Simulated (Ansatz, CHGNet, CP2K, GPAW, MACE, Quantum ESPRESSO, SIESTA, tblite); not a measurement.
## Random packing of 73Na2S-27P2S5 (mol %) (61 atoms) in CP2K

How do the settings of CP2K change the result for random packing of 73Na2S-27P2S5 (mol %) (61 atoms)? A plane-wave run serves as the yardstick.

Method: the method is named at each step, in CP2K 2026.2.

## (1) Starting point

The cell holds 61 atoms: 22 Na, 31 S and 8 P. Cell: a = 10.809 Å, b = 10.809 Å, c = 10.809 Å, α = 90.0°, β = 90.0°, γ = 90.0°. 61 atoms (22 Na, 31 S, 8 P) packed at random in a cube at 2.3 g/cm³ and pushed apart as soft spheres, cations and anions kept from their own kind; a start for melting by ab initio MD, not an equilibrated structure. Then every atom was moved at random, 0.02 Å r.m.s. a Cartesian component.

The yardstick, on the same geometry:

* method: Kohn-Sham DFT, PBE, PAW, plane waves (Ansatz 0.2.0); cutoff 420 eV, Γ point, fermi-dirac smearing of 0.05 eV; PAW set soft_2
* r.m.s. force component: 0.6111 eV/Å
* longest force: 2.476 eV/Å
* pressure: 2.399 GPa
* SCF cycles: 13
* time: 7.9 s on 8 threads of Arm Neoverse V2, shared host
* CPU time: 56 s

## (2) PBE, DZVP-UZH, 800/50 Ry, diagonalisation

Method: Kohn-Sham DFT, PBE, GTH-PBE pseudopotentials, Gaussian and plane waves, DZVP-MOLOPT (UZH set), diagonalisation.

File input.inp:

```
&GLOBAL
  PROJECT cell
  RUN_TYPE ENERGY_FORCE
  PRINT_LEVEL LOW
&END GLOBAL
&FORCE_EVAL
  METHOD QS
  STRESS_TENSOR ANALYTICAL
  &DFT
    BASIS_SET_FILE_NAME BASIS_MOLOPT_UZH
    POTENTIAL_FILE_NAME POTENTIAL_UZH
    &MGRID
      CUTOFF 800
      REL_CUTOFF 50
      NGRIDS 5
    &END MGRID
    &QS
      EPS_DEFAULT 1.0E-12
    &END QS
    &SCF
      SCF_GUESS ATOMIC
      EPS_SCF 1.0E-06
      MAX_SCF 200
      ADDED_MOS 14
      &DIAGONALIZATION
        ALGORITHM STANDARD
      &END DIAGONALIZATION
      &SMEAR ON
        METHOD FERMI_DIRAC
        ELECTRONIC_TEMPERATURE [K] 580
      &END SMEAR
      &MIXING
        METHOD BROYDEN_MIXING
        ALPHA 0.3
        NBROYDEN 8
      &END MIXING
      &PRINT
        &RESTART OFF
        &END RESTART
      &END PRINT
    &END SCF
    &XC
      &XC_FUNCTIONAL PBE
      &END XC_FUNCTIONAL
    &END XC
    &PRINT
      &MULLIKEN ON
      &END MULLIKEN
      &LOWDIN ON
      &END LOWDIN
      &HIRSHFELD ON
      &END HIRSHFELD
      &MO ON
        EIGENVALUES T
        OCCUPATION_NUMBERS T
        MO_INDEX_RANGE 201 224
        &EACH
          QS_SCF 0
        &END EACH
        ADD_LAST NUMERIC
      &END MO
    &END PRINT
  &END DFT
  &SUBSYS
    &CELL
      A 10.80850 0.00000 0.00000
      B 0.00000 10.80850 0.00000
      C 0.00000 0.00000 10.80850
    &END CELL
    &COORD
      Na 10.36859 3.08334 7.08313
      Na 8.24775 6.40868 2.19002
      Na 2.35333 4.11317 0.06550
      Na 2.48466 7.43214 7.63761
      Na 5.75153 1.51006 6.84319
      Na 2.48563 1.00000 5.71121
      Na 3.13317 7.12291 10.71176
      Na 5.02725 0.93731 3.88414
      Na 4.83961 6.50466 3.25606
      Na 9.67977 9.06476 4.53006
      Na 0.15499 6.15123 0.72882
      Na 10.39183 1.12171 10.43463
      Na 9.59968 5.67598 8.54088
      Na 6.75639 3.75531 1.92316
      Na 6.82892 7.30244 10.37638
      Na 5.92209 3.88555 4.84859
      Na 6.30849 10.67988 1.25595
      Na 8.87626 0.53167 6.42717
      Na 9.75683 0.56701 2.60852
      Na 1.50195 9.60562 9.81336
      Na 4.16603 9.22786 5.49612
      Na 1.90965 9.81369 3.49039
      S 10.77435 8.04120 8.32568
      S 6.63545 9.84168 6.33054
      S 4.35518 2.41894 0.80361
      S 9.57968 6.34070 4.46294
      S 7.74991 8.96392 2.70602
      S 2.98866 6.78741 5.08648
      S 5.39841 5.80806 6.64852
      S 5.09102 5.37420 0.61133
      S 0.09587 8.34578 2.26881
      S 5.04238 8.36070 1.39721
      S 2.63425 5.17252 2.47634
      S 8.15080 7.22646 7.00067
      S 8.14291 4.28838 6.20343
      S 1.55405 9.36535 6.00769
      S 7.48716 1.74557 4.56140
      S 8.13772 5.02768 10.69674
      S 3.36825 3.57880 5.70311
      S 10.36870 3.60528 1.89797
      S 2.88425 10.52521 1.09285
      S 10.77283 1.58453 4.89787
      S 5.94295 3.86739 8.93960
      S 8.98846 8.84406 10.65859
      S 4.20656 0.15726 8.44122
      S 8.10292 1.82988 0.85247
      S 3.13122 4.95808 8.47873
      S 2.49222 1.92326 3.20083
      S 0.06939 3.63360 9.66129
      S 0.66353 5.47656 6.66787
      S 0.28480 0.66807 7.92220
      S 4.83043 7.91733 8.81271
      S 7.73781 1.34577 8.64442
      P 2.83961 3.00001 8.04228
      P 3.77563 3.48725 2.74622
      P 7.26126 10.03731 9.11059
[... 1 atom lines left out ...]
      P 1.23541 6.74029 3.98445
      P 0.02227 4.50250 4.38879
      P 6.17760 1.97677 9.84103
      P 6.60151 7.40793 5.54044
    &END COORD
    &KIND Na
      BASIS_SET DZVP-MOLOPT-PBE-GTH-q9
      POTENTIAL GTH-PBE-q9
    &END KIND
    &KIND S
      BASIS_SET DZVP-MOLOPT-PBE-GTH-q6
      POTENTIAL GTH-PBE-q6
    &END KIND
    &KIND P
      BASIS_SET DZVP-MOLOPT-PBE-GTH-q5
      POTENTIAL GTH-PBE-q5
    &END KIND
  &END SUBSYS
  &PRINT
    &FORCES ON
    &END FORCES
    &STRESS_TENSOR ON
    &END STRESS_TENSOR
  &END PRINT
&END FORCE_EVAL
```

On the command line:

```
$ OMP_NUM_THREADS=1 mpirun -np 4 cp2k.psmp -i input.inp > output.txt
```

Numbers of over 12 decimals in the logs are rounded to 6 here.

Output:

```text
CP2K| version string:                                       CP2K version 2026.2
 CP2K| Input file name                                                 input.inp
 GLOBAL| Basis set file name                                    BASIS_MOLOPT_UZH
 GLOBAL| Potential file name                                       POTENTIAL_UZH
 GLOBAL| Run type                                                   ENERGY_FORCE
 GLOBAL| Total number of message passing processes                             4
 GLOBAL| Number of threads for this process                                    1
 TOTAL NUMBERS AND MAXIMUM NUMBERS
  Total number of            - Atomic kinds:                                   3
                             - Atoms:                                         61
                             - Shell sets:                                    61
                             - Shells:                                       305
                             - Primitive Cartesian functions:                310
                             - Cartesian basis functions:                    744
                             - Spherical basis functions:                    705
  Maximum angular momentum of- Orbital basis functions:                        2
                             - Local part of the GTH pseudopotential:          2
                             - Non-local part of the GTH pseudopotential:      2
 SCF PARAMETERS         Density guess:                                    ATOMIC
                        max_scf:                                             200
                        eps_scf:                                        1.00E-06
                        added MOs                                        14    0
                        Mixing method:                            BROYDEN_MIXING
                                                charge density mixing in g-space
                        Smear method:                                FERMI_DIRAC
                        Electronic temperature [K]:                        580.0
                        Electronic temperature [a.u.]:                  1.84E-03
                        Accuracy threshold:                             1.00E-10
 Extrapolation method: initial_guess
 Number of electrons:                                                        424
 Number of occupied orbitals:                                                212
 Number of molecular orbitals:                                               226
 Number of orbital functions:                                                705
 Number of independent orbital functions:                                    705
 SCF WAVEFUNCTION OPTIMIZATION
  Step     Update method      Time    Convergence         Total energy    Change
     1 NoMix/Diag. 0.30E+00    2.2     0.87818916     -1427.4411656042 -1.43E+03
 *** the last MO => Add more MOs for proper smearing.                   ***
     2 Broy./Diag. 0.30E+00    2.8     0.90930371     -1416.7599849630  1.07E+01
     3 Broy./Diag. 0.30E+00    2.8     0.63114545     -1420.3639503629 -3.60E+00
 *** the last MO => Add more MOs for proper smearing.                   ***
     4 Broy./Diag. 0.30E+00    2.9     0.48831474     -1421.7114741754 -1.35E+00
 *** the last MO => Add more MOs for proper smearing.                   ***
[...]
*** the last MO => Add more MOs for proper smearing.                   ***
    32 Broy./Diag. 0.30E+00    2.9     0.00000103     -1423.6780648379 -5.38E-06
 *** the last MO => Add more MOs for proper smearing.                   ***
    33 Broy./Diag. 0.30E+00    2.9     0.00000073     -1423.6780686560 -3.82E-06
  *** SCF run converged in    33 steps ***
  Electronic density on regular grids:       -423.9999999871        0.0000000129
  Core density on regular grids:              423.9999999997       -0.0000000003
  Total charge density on r-space grids:        0.0000000125
  Total charge density g-space grids:           0.0000000125
  Overlap energy of the core charge distribution:               5.3943e-09
  Self energy of the core charge distribution:              -3038.367019
  Core Hamiltonian energy:                                    876.042025
  Hartree energy:                                             981.647581
  Exchange-correlation energy:                               -242.986884
  Electronic entropic energy:                                  -0.013771
  Fermi energy:                                                 0.136687
  Total energy:                                             -1423.678069
  Total energy (extrapolated to T->0):                      -1423.671183
 MO| EIGENVALUES AND OCCUPATION NUMBERS
 MO|
 MO|  Index      Eigenvalue [a.u.]        Eigenvalue [eV]             Occupation
 MO|    201               0.115121               3.132596               1.999984
 MO|    202               0.115381               3.139674               1.999982
 MO|    203               0.117773               3.204761               1.999933
[...]
MO|    223               0.162373               4.418398               0.000002
 MO|    224               0.165996               4.516985               0.000000
 MO| Sum:                                                             424.000000
 MO| E(Fermi):            0.136687 a.u.          3.719453 eV
 !-----------------------------------------------------------------------------!
                     Mulliken Population Analysis
 #  Atom  Element  Kind  Atomic population                           Net charge
       1     Na       1          8.477688                              0.522312
       2     Na       1          8.466386                              0.533614
       3     Na       1          8.548293                              0.451707
[...]
# Total charge                            424.000000                 -0.000000
 !-----------------------------------------------------------------------------!
 !-----------------------------------------------------------------------------!
                           Hirshfeld Charges
  #Atom  Element  Kind  Ref Charge     Population                    Net charge
      1       Na     1       9.000         10.473                        -1.473
      2       Na     1       9.000          9.899                        -0.899
      3       Na     1       9.000         10.485                        -1.485
[...]
60       P      3       5.000          4.428                         0.572
     61       P      3       5.000          4.328                         0.672
  Total Charge                                                            0.000
 !-----------------------------------------------------------------------------!
 LOWDIN POPULATION ANALYSIS
 #  Atom  Element  Kind  Atomic population                           Net charge
[...]
60     P        3          4.808477                              0.191523
      61     P        3          4.753943                              0.246057
 # Total charge                            424.000000                 -0.000000
 ENERGY| Total FORCE_EVAL ( QS ) energy [hartree]          -1423.678070
 FORCES| Atomic forces [hartree/bohr]
 FORCES|   Atom     x               y               z               |f|
 FORCES|      1 -8.84600574E-03  8.92647429E-03  1.14614974E-02   1.70088119E-02
 FORCES|      2  3.13524216E-03  1.11747079E-02  2.11620259E-03   1.17975486E-02
 FORCES|      3  1.23533336E-02 -1.76641377E-02 -1.06186426E-02   2.40287782E-02
[...]
FORCES|     60  1.73342024E-02  3.17829098E-02  2.23620004E-02   4.25521679E-02
 FORCES|     61  4.92636026E-03 -1.03030617E-02  4.15143588E-02   4.30565221E-02
 FORCES| Sum    -1.15628322E-02  6.50705784E-02 -2.74306552E-02
 FORCES| Total atomic force                                       7.15564121E-02
 STRESS| Analytical stress tensor [bar]
 STRESS|                        x                   y                   z
 STRESS|      x        3.92883343105E+04   3.73497350632E+03  -7.13614487743E+03
 STRESS|      y        3.73497350632E+03   2.76720581471E+04   2.73062161709E+03
 STRESS|      z       -7.13614487743E+03   2.73062161709E+03   3.17899871890E+04
 STRESS| 1/3 Trace                                             3.29167932156E+04
```

It took 1.7 min on 4 MPI ranks of Arm Neoverse V2, shared host; peak memory 6 GiB; 6.9 min of CPU time.

Banners, paths, timers and routine set-up lines are dropped from the logs unmarked, and long logs keep their key lines alone; longer cuts are marked.

Compared with the plane-wave run:

| Item | Value |
| --- | --- |
| r.m.s. force component | 0.665 eV/Å |
| r.m.s. difference of force components | 245.2 meV/Å |
| longest difference of force vectors | 932.9 meV/Å |
| force difference over r.m.s. force | 40.12 % |
| slope of forces against the reference's | 1.012 |
| correlation of force components | 0.9297 |
| pressure | 3.292 GPa |
| pressure difference | 0.8923 GPa |

This run lies far from the reference in forces at the same functional.

Length of the force difference by element (eV/Å):

```tsv
element	atoms	mean	most
Na	22	0.67	0.93
P	8	0.091	0.16
S	31	0.085	0.22
```

The surroundings of S43, whose charge lies farthest from its element's mean, nearest first, numbered as they follow in the input and with coordinates relative to it.

```tsv
atom	x	y	z	distance (Å)	bonds	Mulliken charge (e)	Fx	Fy	Fz (eV/Å)
S43	0.00	0.00	0.00	0.00	2	-0.09	0.45	-0.83	0.69
P60	0.23	-1.89	0.90	2.11	2	0.16	0.89	1.63	1.15
S30	-0.85	1.51	2.48	3.02	5	-0.45	0.51	0.20	0.30
S38	2.19	1.16	1.76	3.04	5	-0.55	0.23	-0.47	0.28
S47	-2.81	1.09	-0.46	3.05	4	-0.22	-0.24	-0.36	0.17
S29	-0.54	1.94	-2.29	3.05	2	-0.20	-0.03	2.43	-0.45
S53	1.79	-2.52	-0.30	3.11	4	-0.26	1.09	-1.28	-0.68
Na5	-0.19	-2.36	-2.10	3.16	5	0.38	-0.25	1.28	0.03
P54	-3.10	-0.87	-0.90	3.34	1	0.24	0.01	0.89	-0.93
S25	-1.59	-1.45	2.67	3.43	4	-0.33	1.05	1.04	0.53
S35	2.20	0.42	-2.74	3.54	3	-0.36	0.08	-0.10	-0.65
```

Forces lie 40 % from the reference's, at 7.4 times its CPU time (on 4 against 8 cores).

The difference per atom is largest on Na (0.67 eV/Å on average, against 0.091 on P). The forces add up to 3.7 eV/Å instead of zero, usually a sign of too coarse a grid.

## (3) PBE, DZVP-MOLOPT-SR, 800/50 Ry, diagonalisation

Method: Kohn-Sham DFT, PBE, GTH-PBE pseudopotentials, Gaussian and plane waves, DZVP-MOLOPT-SR-GTH, diagonalisation.

input.inp: that of step 2 with these lines changed.

```diff
@@ -9,4 +9,4 @@
   &DFT
-    BASIS_SET_FILE_NAME BASIS_MOLOPT_UZH
-    POTENTIAL_FILE_NAME POTENTIAL_UZH
+    BASIS_SET_FILE_NAME BASIS_MOLOPT
+    POTENTIAL_FILE_NAME GTH_POTENTIALS
     &MGRID
@@ -50,4 +50,2 @@
       &END LOWDIN
-      &HIRSHFELD ON
-      &END HIRSHFELD
       &MO ON
@@ -69,7 +67,8 @@
     &END CELL
-    &COORD
-[... 61 atom lines left out: the same atoms as in the first run ...]
-    &END COORD
+    &TOPOLOGY
+      COORD_FILE_NAME structure.xyz
+      COORD_FILE_FORMAT XYZ
+    &END TOPOLOGY
     &KIND Na
-      BASIS_SET DZVP-MOLOPT-PBE-GTH-q9
+      BASIS_SET DZVP-MOLOPT-SR-GTH-q9
       POTENTIAL GTH-PBE-q9
@@ -77,3 +76,3 @@
     &KIND S
-      BASIS_SET DZVP-MOLOPT-PBE-GTH-q6
+      BASIS_SET DZVP-MOLOPT-SR-GTH-q6
       POTENTIAL GTH-PBE-q6
@@ -81,3 +80,3 @@
     &KIND P
-      BASIS_SET DZVP-MOLOPT-PBE-GTH-q5
+      BASIS_SET DZVP-MOLOPT-SR-GTH-q5
       POTENTIAL GTH-PBE-q5
```

File structure.xyz:

```xyz
61

Na 10.36859 3.08334 7.08313
Na 8.24775 6.40868 2.19002
Na 2.35333 4.11317 0.06550
Na 2.48466 7.43214 7.63761
Na 5.75153 1.51006 6.84319
Na 2.48563 1.00000 5.71121
Na 3.13317 7.12291 10.71176
Na 5.02725 0.93731 3.88414
Na 4.83961 6.50466 3.25606
Na 9.67977 9.06476 4.53006
Na 0.15499 6.15123 0.72882
Na 10.39183 1.12171 10.43463
Na 9.59968 5.67598 8.54088
Na 6.75639 3.75531 1.92316
Na 6.82892 7.30244 10.37638
Na 5.92209 3.88555 4.84859
Na 6.30849 10.67988 1.25595
Na 8.87626 0.53167 6.42717
Na 9.75683 0.56701 2.60852
Na 1.50195 9.60562 9.81336
[... 37 atom lines left out ...]
P 1.23541 6.74029 3.98445
P 0.02227 4.50250 4.38879
P 6.17760 1.97677 9.84103
P 6.60151 7.40793 5.54044
```

Output:

```text
CP2K| version string:                                       CP2K version 2026.2
 CP2K| Input file name                                                 input.inp
 GLOBAL| Basis set file name                                        BASIS_MOLOPT
 GLOBAL| Potential file name                                      GTH_POTENTIALS
 GLOBAL| Run type                                                   ENERGY_FORCE
 GLOBAL| Total number of message passing processes                             4
 GLOBAL| Number of threads for this process                                    1
 TOTAL NUMBERS AND MAXIMUM NUMBERS
  Total number of            - Atomic kinds:                                   3
                             - Atoms:                                         61
[... lines left out ...]
                        Smear method:                                FERMI_DIRAC
[... lines left out ...]
 Number of electrons:                                                        424
[... lines left out ...]
  Step     Update method      Time    Convergence         Total energy    Change
[... lines left out ...]
  *** SCF run converged in    32 steps ***
[... lines left out ...]
  Fermi energy:                                                 0.141257
  Total energy:                                             -1421.346169
  Total energy (extrapolated to T->0):                      -1421.339304
[... lines left out ...]
 MO| E(Fermi):            0.141257 a.u.          3.843799 eV
[... lines left out ...]
       1     Na       1          8.705904                              0.294096
       2     Na       1          8.667717                              0.332283
       3     Na       1          8.763085                              0.236915
[...]
# Total charge                            424.000000                 -0.000000
 !-----------------------------------------------------------------------------!
 LOWDIN POPULATION ANALYSIS
 #  Atom  Element  Kind  Atomic population                           Net charge
[...]
60     P        3          5.214837                             -0.214837
      61     P        3          5.128975                             -0.128975
 # Total charge                            424.000000                 -0.000000
 ENERGY| Total FORCE_EVAL ( QS ) energy [hartree]          -1421.346174
 FORCES| Atomic forces [hartree/bohr]
 FORCES|   Atom     x               y               z               |f|
 FORCES|      1 -8.25648567E-03  7.86876168E-03  1.06548743E-02   1.56081169E-02
 FORCES|      2  3.20618046E-03  1.10147840E-02  2.10043993E-03   1.16626287E-02
 FORCES|      3  1.11711756E-02 -1.70750913E-02 -9.60640005E-03   2.25529783E-02
[...]
FORCES|     60  1.74111507E-02  3.21777680E-02  2.17092772E-02   4.25423276E-02
 FORCES|     61  5.08015315E-03 -1.07994982E-02  4.23811988E-02   4.40295710E-02
 FORCES| Sum    -1.04755301E-02  6.37405559E-02 -2.67846138E-02
 FORCES| Total atomic force                                       6.99286117E-02
 STRESS| Analytical stress tensor [bar]
 STRESS|                        x                   y                   z
 STRESS|      x        3.52950731346E+04   3.59767939783E+03  -7.30290701757E+03
 STRESS|      y        3.59767939783E+03   2.34793220090E+04   2.91559694555E+03
 STRESS|      z       -7.30290701757E+03   2.91559694555E+03   2.73929621282E+04
 STRESS| 1/3 Trace                                             2.87224524239E+04
```

Elapsed: 87 s, on 4 MPI ranks; peak memory 6 GiB.

Against the reference:

```
r.m.s. force component                  : 0.6634 eV/Å
r.m.s. difference of force components   : 229.3 meV/Å
longest difference of force vectors     : 859.5 meV/Å
force difference over r.m.s. force      : 37.53 %
slope of forces against the reference's : 1.019
correlation of force components         : 0.9386
pressure                                : 2.872 GPa
pressure difference                     : 0.4728 GPa
```

This run lies far from the reference in forces at the same functional.

Against the first run (40 %), the force difference from the reference is 38 %, at 0.84 times the CPU time, with 705 basis functions against 705; this set comes with other potentials too, so the change isn't the basis's alone.

The difference per atom is largest on Na (0.63 eV/Å on average, against 0.079 on P). The forces add up to 3.6 eV/Å instead of zero, usually a sign of too coarse a grid.

[end of part 1 of 2]

[Also dropped from logs without a mark: logging warnings of Python, and SIESTA's first energy breakdown and zero terms.]

[Logs are printed without paths, hosts, clocks, repeated set-up lines and the standing remarks that a program may print on its own settings, such as how far it seeks lower states.]

[Hosts, paths, dates, database ids (printed as entryN), source tags and the programs' standing remarks are cut or masked in the printed files.]
